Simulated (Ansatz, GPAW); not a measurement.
# Atomic orbitals against plane waves on 10 relaxed junctions

How near do orbital bases of three sizes come to a plane-wave transmission, and how do their times compare?

**Method.** GPAW 26.7.0 in a basis of numerical atomic orbitals with PAW setups; lead and junction are solved self-consistently in repeated cells 9 Å or more across, their Hamiltonian and overlap matrices go into Green's functions with semi-infinite leads (ASE), and T is the Landauer transmission at zero bias, at the junction cell's Fermi level, for one spin or as the mean of both where a run is spin-polarised. The reference is Ansatz 0.2.0 (plane waves, PAW datasets, transmission by matching layers) on the same cell, meshes and smearing; PBE throughout. sz: one function a shell; szp: with polarisation; dzp: two functions a shell with polarisation. All levels use the geometry relaxed with plane waves.

Results:

| junction | T, plane waves | dzp | szp | sz |
| --- | --- | --- | --- | --- |
| Ir chain with CO on top of one atom (rebuilt) | 2.8 | 2.81 | 2.79 | 2.79 |
| Au chain with a Li atom on top of one atom (rebuilt) | 0.973 | 0.963 | 0.952 | 0.953 |
| Al chain with a Pt atom on top of one atom (rebuilt) | 0.853 | 0.832 | 0.792 | 0.853 |
| In chain with one Li atom in line (rebuilt) | 0.281 | 0.246 | 0.243 | 0.443 |
| BN in line between two Al chains (rebuilt) | 0.132 | 0.148 | 0.133 | 0.158 |
| benzene-1,4-dithiol between two Pd chains (rebuilt) | 0.0738 | 0.0695 | 0.0629 | 0.0836 |
| benzene-1,4-diamine between two Pd chains (rebuilt) | 0.0726 | 0.07 | 0.0778 | 0.123 |
| butane-1,4-dithiol between two Pd chains (rebuilt) | 0.046 | 0.0461 | 0.0474 | 0.0335 |
| butane-1,4-dithiol between two Ag chains (rebuilt) | 0.0082 | 0.00787 | 0.00604 | 0.00492 |
| Li chain with an H atom bridging one bond (rebuilt) | 2.6e−04 | 0.0209 | 0.0312 | 0.213 |

What this shows: Within 10 % of the plane-wave T lie 7 of 10 junctions in dzp, 6 of 10 junctions in szp and 3 of 10 junctions in sz. The median miss is 3.8 % (dzp), 7.2 % (szp) and 23.4 % (sz). The dzp basis is farthest off for Li chain with an H atom bridging one bond (rebuilt) (0.0209 against 2.6e−04). Each added layer of the basis lowers the median miss. In wall time on shared hosts the szp runs took a median 0.75 and the minimal basis 0.54 of the dzp time. For the 5 junctions with T under 0.1 dzp misses by a median 4 %, for the others by 2 %.

**Limits.** The two programs also differ in their PAW data, so part of each miss isn't the basis. T at one energy is a hard test where a resonance or band edge lies near. Spin-orbit coupling is left out, which matters for the heavier atoms here. Junctions whose dzp lead is shut at the Fermi level or whose end layer misses the lead by over 0.25 eV were left out, as were those with T under 1e-4 or a step of over 50 meV between the plane-wave lead's periods. Short lead: that step is over 25 meV, more than the program accepts, so the reference itself is in doubt. Rebuilt: atoms moved over 0.6 Å on relaxing, so the name is that of the start and the chain may have broken.
